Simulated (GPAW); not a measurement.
# GaN (P6_3mc): how ε∞ follows the gap

The empty bands of GaN (P6_3mc) are shifted up rigidly by Δ, and ε∞ along x is computed for each shift. x, y and z are the Cartesian axes of the input cell.

The structure is hexagonal, space group P6_3mc (No. 186). The conventional cell has a = 3.180 Å, b = 3.180 Å, c = 5.166 Å, α = 90.00°, β = 90.00°, γ = 120.00°. Around Ga on site b lie 4 N at 1.94 to 1.95 Å. N on site b has 4 Ga at 1.94 to 1.95 Å as nearest neighbours.

Method: GPAW 26.7.0, PBE, RPA, k-mesh 12×12×7, local fields up to 70 eV, Lorentzian half width 0.12 eV.

Launch of the response step: `OMP_NUM_THREADS=1 python df.py`. The series took 4.2 min in all, its band step included, on 1 thread of Arm Neoverse V1, with other jobs on the host.

| Δ (eV) | ε∞ along x |
| --- | --- |
| 0.00 | 5.447 |
| 0.25 | 5.287 |
| 0.50 | ? |
| 0.75 | 5.006 |
| 1.00 | 4.882 |
| 1.50 | 4.659 |
| 2.00 | 4.464 |
| 3.00 | 4.138 |

With one effective transition at E₀ and fixed dipole strength, ε∞ − 1 = A/(E₀ + Δ), so 1/(ε∞ − 1) is linear in Δ.

Working, on the rows shown:

| x = Δ (eV) | y = 1/(ε∞ − 1) |
| --- | --- |
| 0 | 0.224871 |
| 0.25 | 0.233263 |
| 0.75 | 0.249626 |
| 1 | 0.257599 |
| 1.5 | 0.273299 |
| 2 | 0.288684 |
| 3 | 0.318674 |

Means: x̄ = 1.2143, ȳ = 0.26372. Σ(x − x̄)(y − ȳ) = 0.2049, Σ(x − x̄)² = 6.554. Slope = 0.2049 / 6.554 = 0.03126; intercept = ȳ − slope · x̄ = 0.22575. Turned back into ε∞ along x, the line misses the rows shown by at most 0.017.

Task: What does the fit predict for the withheld row, and how well does it do?

Result: At x = 0.5 the line gives y = 0.24139, that is 5.143. The run gave 5.140, so the interpolation is off by 0.0027, 0.2 % of the range in the table.

Refitted with all rows, the slope is 0.03125 and the intercept 0.22579. These give E₀ = intercept/slope = 7.2 eV, far above the least direct gap of 2.02 eV: most of the screening comes from transitions well over the edge. Over the first step ε∞ falls by 12 % per eV. The cell comes from an older database entry, whose edges can be off by a per cent or so. Excitons are left out; PBE gaps are as a rule too small. The values come from a sum over the points of one k-mesh and carry its error, which grows as the direct gap shrinks. Spin-orbit coupling is left out.
